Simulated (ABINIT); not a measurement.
# TiO2 (Anatase): G0W0 with ABINIT, start to end

Wanted: ground state, empty states, screening and self-energy for TiO2 (Anatase).

Method: PBE and many-body steps on it, plane waves, in ABINIT 10.8.3.

**The experiments to reproduce.**

- Gap 3.28 eV: optical band gap from diffuse reflectance, bare TiO2; UV-Vis diffuse reflectance spectroscopy; powder (undecorated commercial pigmentary anatase powder (Kronos 1077), primary particles about 130 nm) (“Nano-MnO2 Decoration of TiO2 Microparticles to Promote Gaseous Ethanol Visible Photoremoval”, 2018, pmc:6164255).

- Gap 3.36 eV: optical bandgap, film annealed at 400 °C; spectroscopic ellipsometry; film (polycrystalline sol-gel film on Si(100), annealed 3 h at 400 °C) (“Photocatalytic Performance of Sol-Gel Prepared TiO2 Thin Films Annealed at Various Temperatures”, 2023, pmc:10419699).

- Gap 3.98 eV: direct quasiparticle gap around Gamma; experiment quoted from earlier work; bulk crystal (anatase, value from earlier experiment) (quoted in “Giant exciton Mott density in anatase TiO2”, 2020, arxiv:2007.10051).

- Gap 3.87 eV: direct optical gap from Tauc plot; UV-vis absorption, Tauc plot; film (thin TiO2 layer grown by atomic layer deposition) (“Development of 2-in-1 Sensors for the Safety Assessment of Lithium-Ion Batteries via Early Detection of Vapors Produced by Electrolyte Solvents”, 2023, pmc:10251352).

- Gap 3.17 eV: gap from valence band edge and flat band potential; valence-band XPS and Mott-Schottky plots; film (“Enhancement of Titania Photoanode Performance by Sandwiching Copper between Two Titania Layers”, 2020, pmc:7579609).

This is a selection; 13 further reports are not listed.

**1. The starting structure**

Symmetry: I4_1/amd, No. 141, tetragonal system. Conventional cell: a = 3.784 Å, b = 3.784 Å, c = 9.515 Å, α = 90.00°, β = 90.00°, γ = 90.00°. Nearest to Ti lie 6 O at 1.93 to 1.98 Å. Nearest to O lie 3 Ti at 1.93 to 1.98 Å. Farther neighbours and most contacts between anions are not listed.

The cell and positions come from the Crystallography Open Database and are kept as given unless a step says otherwise.

**2. Ground state**

This step: ABINIT 10.8.3; DFT, PBE, plane waves, norm-conserving pseudopotentials.

The ground-state density comes first.

Contents of run.abi:

```
acell 3*1.0 Angstrom
rprim 
  -1.892100000000 1.892100000000 4.757300000000
  1.892100000000 -1.892100000000 4.757300000000
  1.892100000000 1.892100000000 -4.757300000000
ntypat 2
znucl 22 8
natom 6
typat 1 1 2 2 2 2
xred 
  0.000000000000 0.000000000000 0.000000000000
  0.750000000000 0.250000000000 0.500000000000
  0.208100000000 0.208100000000 0.000000000000
  0.958100000000 0.458100000000 0.500000000000
  0.541900000000 0.041900000000 0.500000000000
  0.791900000000 0.791900000000 0.000000000000
pp_dirpath "pseudos"
pseudos "Ti.upf, O.upf"
ecut 38
ngkpt 8 8 8
nshiftk 1
shiftk 0 0 0
kptopt 1
chksymbreak 0
nband 31
occopt 1
tolvrs 1e-10
nstep 60
prtwf 0
optforces 0
optstress 0
indata_prefix "in"
outdata_prefix "out"
tmpdata_prefix "tmp"
```

Command:

```sh
$ OMP_NUM_THREADS=1 mpirun -n 4 abinit run.abi > log
```

Numbers of over 12 decimals in the logs are rounded to 6 here.

The log of the run:

```text
.Version 10.8.3 of ABINIT. v10.8.2 released Aug 2026.

 Symmetries : space group I4_1/a m d (#141); Bravais tI (body-center tetrag.)
================================================================================
 Values of the parameters that define the memory need of the present run
     intxc =       0    ionmov =       0      iscf =       7    lmnmax =       6
     lnmax =       6     mgfft =      60  mpssoang =       3    mqgrid =    3001
     natom =       6  nloc_mem =       1    nspden =       1   nspinor =       1
    nsppol =       1      nsym =      16    n1xccc =    2501    ntypat =       2
    occopt =       1   xclevel =       2
-    mband =          31        mffmem =           1         mkmem =          15
       mpw =        5174          nfft =      216000          nkpt =          59
================================================================================
  Rough estimation (10% accuracy) of disk space for files :
================================================================================

--------------------------------------------------------------------------------
------------- Echo of variables that govern the present computation ------------
--------------------------------------------------------------------------------
 -outvars: echo values of preprocessed input variables --------
            acell      1.8897261259E+00  1.8897261259E+00  1.8897261259E+00 Bohr

      chksymbreak           0
             ecut      3.80000000E+01 Hartree
-          fftalg         312

              ixc     -101130
              kpt      0.00000000E+00  0.00000000E+00  0.00000000E+00
                       1.25000000E-01  0.00000000E+00  0.00000000E+00
                       2.50000000E-01  0.00000000E+00  0.00000000E+00
                       3.75000000E-01  0.00000000E+00  0.00000000E+00
                       5.00000000E-01  0.00000000E+00  0.00000000E+00
                       1.25000000E-01  1.25000000E-01  0.00000000E+00
                       2.50000000E-01  1.25000000E-01  0.00000000E+00
                       3.75000000E-01  1.25000000E-01  0.00000000E+00
                       5.00000000E-01  1.25000000E-01  0.00000000E+00
   [... 39 further rows ...]
                       5.00000000E-01  5.00000000E-01  2.50000000E-01
                      -3.75000000E-01  5.00000000E-01  2.50000000E-01
                       outvar_i_n : Printing only first  50 k-points.
         kptrlatt        8    0    0      0    8    0      0    0    8
          kptrlen      5.72088128E+01
P           mkmem          15
            natom           6
            nband          31
            ngfft          60      60      60
             nkpt          59
            nstep          60
             nsym          16
           ntypat           2
              occ      2.000000  2.000000  2.000000  2.000000  2.000000  2.000000
                       2.000000  2.000000  2.000000  2.000000  2.000000  2.000000
                       2.000000  2.000000  2.000000  2.000000  2.000000  2.000000
                       2.000000  2.000000  2.000000  2.000000  2.000000  2.000000
                       0.000000  0.000000  0.000000  0.000000  0.000000  0.000000
                       0.000000
        optforces           0
        optstress           0
            prtwf           0
            rprim     -1.8921000000E+00  1.8921000000E+00  4.7573000000E+00
[...]
spgroup         141

           tolvrs      1.00000000E-10

             xred      0.0000000000E+00  0.0000000000E+00  0.0000000000E+00
[...]
znucl       22.00000    8.00000

================================================================================

 chkinp: Checking input parameters for consistency.

================================================================================
== DATASET  1 ==================================================================
-   mpi_nproc: 4, omp_nthreads: 1 (-1 if OMP is not activated)

--- !DatasetInfo
iteration_state: {dtset: 1, }
dimensions: {natom: 6, nkpt: 59, mband: 31, nsppol: 1, nspinor: 1, nspden: 1, mpw: 5174, }
cutoff_energies: {ecut:  38.0, pawecutdg:  -1.0, }
electrons: {nelect:   4.80000000E+01, charge:   0.00000000E+00, occopt:   1.00000000E+00, tsmear:   1.00000000E-02, }

 Real(R)+Recip(G) space primitive vectors, cartesian coordinates (Bohr,Bohr^-1):
 R(1)= -3.5755508  3.5755508  8.9899941  G(1)=  0.0000000  0.1398386  0.0556174
 R(2)=  3.5755508 -3.5755508  8.9899941  G(2)=  0.1398386  0.0000000  0.0556174
 R(3)=  3.5755508  3.5755508 -8.9899941  G(3)=  0.1398386  0.1398386  0.0000000
 Unit cell volume ucvol=  4.5973260E+02 bohr^3
 Angles (23,13,12)=  1.39434593E+02  1.39434593E+02  5.87128032E+01 degrees

 getcut: wavevector=  0.0000  0.0000  0.0000  ngfft=  60  60  60
         ecut(hartree)=     38.000   => boxcut(ratio)=   2.09654

--- Pseudopotential description ------------------------------------------------
- Ti Generated using ONCVPSP code by D. R. Hamann
- 22.00000  12.00000  171031                  znucl, zion, pspdat
12 -101130 2 -1 1586                          pspcod,pspxc,lmax,lloc,mmax
     nproj     2     2     2
  pspatm : epsatm=   14.68144553
         --- l  ekb(1:nproj) -->
[...]
pspatm: atomic psp has been read  and splines computed

- O Generated using ONCVPSP code by D. R. Hamann
-  8.00000   6.00000  171031                  znucl, zion, pspdat
12 -101130 2 -1 936                           pspcod,pspxc,lmax,lloc,mmax
     nproj     2     2     1
  pspatm : epsatm=    6.19545534
         --- l  ekb(1:nproj) -->
[...]
2   -1.331955
 pspatm: atomic psp has been read  and splines computed

   2.59894620E+03                                ecore*ucvol(ha*bohr**3)
--------------------------------------------------------------------------------

_setup2: Arith. and geom. avg. npw (full set) are    5144.521    5144.508

================================================================================

--- !BeginCycle
iteration_state: {dtset: 1, }
solver: {iscf: 7, nstep: 60, nline: 4, wfoptalg: 0, }
tolerances: {tolvrs: 1.00E-10, }

     iter   Etot(hartree)      deltaE(h)  residm     vres2
 ETOT  1  -184.25053615772    -1.843E+02 1.789E-01 5.806E+03
 ETOT  2  -169.22952346364     1.502E+01 3.310E-02 1.074E+05
 ETOT  3  -185.09374339807    -1.586E+01 6.369E-02 1.178E+03
 ETOT  4  -185.13374783111    -4.000E-02 2.969E-02 7.933E+02
 ETOT  5  -185.17691978169    -4.317E-02 8.883E-03 3.523E+02
 ETOT  6  -185.20328327921    -2.636E-02 7.994E-03 1.248E+02
 ETOT  7  -185.21684615150    -1.356E-02 9.812E-03 5.011E-01
 ETOT  8  -185.21644688677     3.993E-04 3.527E-03 4.450E+00
 ETOT  9  -185.21694590563    -4.990E-04 5.257E-03 1.333E-02
 ETOT 10  -185.21694807583    -2.170E-06 1.529E-03 3.513E-03
 ETOT 11  -185.21694836342    -2.876E-07 2.358E-03 4.757E-04
 ETOT 12  -185.21694843110    -6.767E-08 1.489E-03 8.758E-06
 ETOT 13  -185.21694843255    -1.451E-09 1.503E-03 9.279E-07
 ETOT 14  -185.21694843268    -1.326E-10 1.171E-03 1.898E-07
 ETOT 15  -185.21694843272    -3.570E-11 1.078E-03 1.463E-08
 ETOT 16  -185.21694843270     1.299E-11 9.046E-04 1.771E-10
 ETOT 17  -185.21694843270     2.643E-12 6.730E-04 2.814E-11

 At SCF step   17       vres2   =  2.81E-11 < tolvrs=  1.00E-10 =>converged.

--- !ResultsGS
iteration_state: {dtset: 1, }
comment   : Summary of ground state results
lattice_vectors:
- [ -3.5755508,   3.5755508,   8.9899941, ]
- [  3.5755508,  -3.5755508,   8.9899941, ]
- [  3.5755508,   3.5755508,  -8.9899941, ]
lattice_lengths: [  10.31451,   10.31451,   10.31451, ]
lattice_angles: [139.435, 139.435,  58.713, ] # degrees, (23, 13, 12)
lattice_volume:   4.5973260E+02
convergence: {deltae:  2.643E-12, res2:  2.814E-11, residm:  6.730E-04, diffor:  0.000E+00, }
etotal    :  -1.85216948E+02
entropy   :   0.00000000E+00
fermie    :   1.50508157E-01
cartesian_stress_tensor: null
pressure_GPa: null
xred      :
- [  0.0000E+00,   0.0000E+00,   0.0000E+00, Ti]
- [  7.5000E-01,   2.5000E-01,   5.0000E-01, Ti]
- [  2.0810E-01,   2.0810E-01,  -3.2879E-19,  O]
- [  9.5810E-01,   4.5810E-01,   5.0000E-01,  O]
- [  5.4190E-01,   4.1900E-02,   5.0000E-01,  O]
- [  7.9190E-01,   7.9190E-01,  -1.2512E-18,  O]
cartesian_forces: null
force_length_stats: {min: null, max: null, mean: null, }

 Integrated electronic density in atomic spheres:
 ------------------------------------------------
 Atom  Sphere_radius  Integrated_density
[...]
================================================================================

 ----iterations are completed or convergence reached----

 Mean square residual over all n,k,spin=   51.304E-07; max=  67.304E-05
 reduced coordinates (array xred) for    6 atoms
[...]
0.750000000000      0.250000000000      0.500000000000
       0.208100000000      0.208100000000     -0.000000000000
       0.958100000000      0.458100000000      0.500000000000
       0.541900000000      0.041900000000      0.500000000000
       0.791900000000      0.791900000000     -0.000000000000
 rms dE/dt=  0.0000E+00; max dE/dt=  0.0000E+00; dE/dt below (all hartree)
    1       0.000000000000      0.000000000000      0.000000000000
    2       0.000000000000      0.000000000000      0.000000000000
    3       0.000000000000      0.000000000000      0.000000000000
    4       0.000000000000      0.000000000000      0.000000000000
    5       0.000000000000      0.000000000000      0.000000000000
    6       0.000000000000      0.000000000000      0.000000000000

 cartesian coordinates (angstrom) at end:
    1      0.000000     0.000000     0.000000
    2      0.000000     1.892100     2.378650
    3      0.000000    -0.000000     1.979988
    4      0.000000     1.892100     4.358638
    5     -0.000000     1.892100     0.398662
    6      0.000000    -0.000000     7.534612
 length scales=  1.889726125908  1.889726125908  1.889726125908 bohr
              =  1.000000000000  1.000000000000  1.000000000000 angstroms
 prteigrs : about to open file out_EIG
 Fermi (or HOMO) energy (hartree) =   0.15051   Average Vxc (hartree)=  -0.39712
 Eigenvalues (hartree) for nkpt=  59  k points:
 kpt#   1, nband= 31, wtk=  0.00195, kpt=  0.0000  0.0000  0.0000 (reduced coord)
  -1.91852   -1.91628   -1.05463   -1.04582   -1.04582   -1.04316   -1.04316   -1.04004
  -0.49493   -0.45758   -0.45221   -0.43977    0.00708    0.01145    0.01145    0.02632
   0.07584    0.07584    0.07756    0.12347    0.12360    0.12360    0.13465    0.13465
   0.23084    0.25826    0.29978    0.29979    0.30088    0.30090    0.34599
 prteigrs : prtvol=0 or 1, do not print more k-points.

--- !EnergyTerms
iteration_state     : {dtset: 1, }
comment             : Components of total free energy in Hartree
kinetic             :  9.01527161159873E+01
hartree             :  5.04271879315837E+01
xc                  : -3.41780206858849E+01
Ewald energy        : -1.22088434587365E+02
psp_core            :  5.65316920799711E+00
local_psp           : -1.66739904690232E+02
non_local_psp       : -8.44366172478659E+00
total_energy        : -1.85216948432700E+02
total_energy_eV     : -5.04000992310415E+03
band_energy         : -2.23631716003221E+01

== END DATASET(S) ==============================================================
================================================================================

 -outvars: echo values of variables after computation  --------
           etotal     -1.8521694843E+02
            nband          31
             nkpt          59
          spgroup         141
 [... the other variables as echoed above ...]

 Calculation completed.
```

The job ended after 4 min (4 MPI ranks of Arm Neoverse V2, shared host; peak memory 0.58 GiB; 16 min of CPU time).

Numbers from this step:

```yaml
total_energy: -5040.0099 eV
gap: 2.186 eV
k_of_the_valence_top: -0.375, 0.375, 0
k_of_the_conduction_bottom: 0, 0, 0
least_direct_gap: 2.492 eV
```

The gap is indirect, with the least direct gap 0.31 eV higher.

(Continued in part 2 of 3.)

[Paths, hosts, dates, memory and timing lines, banners, echoed tables and standing remarks are left out of the program output.]

[Logs are printed without paths, hosts, clocks, repeated set-up lines and the standing remarks that a program may print on its own settings, such as how far it seeks lower states.]

[Runs of the session that timed out or met a known fault of the program may be left out.]

[Hosts, paths, dates, database ids (printed as entryN), source tags and the programs' standing remarks are cut or masked in the printed files.]

[G0W0 gaps are taken among the corrected bands and points alone; a level outside them can change the order at an edge.]

[Where Ansatz stands beside ABINIT at settings called matched, ABINIT's density can come from a denser mesh and the files from another edition; pairs whose starting gaps differed by over 0.03 eV were left out, so agreement reads better than it is.]
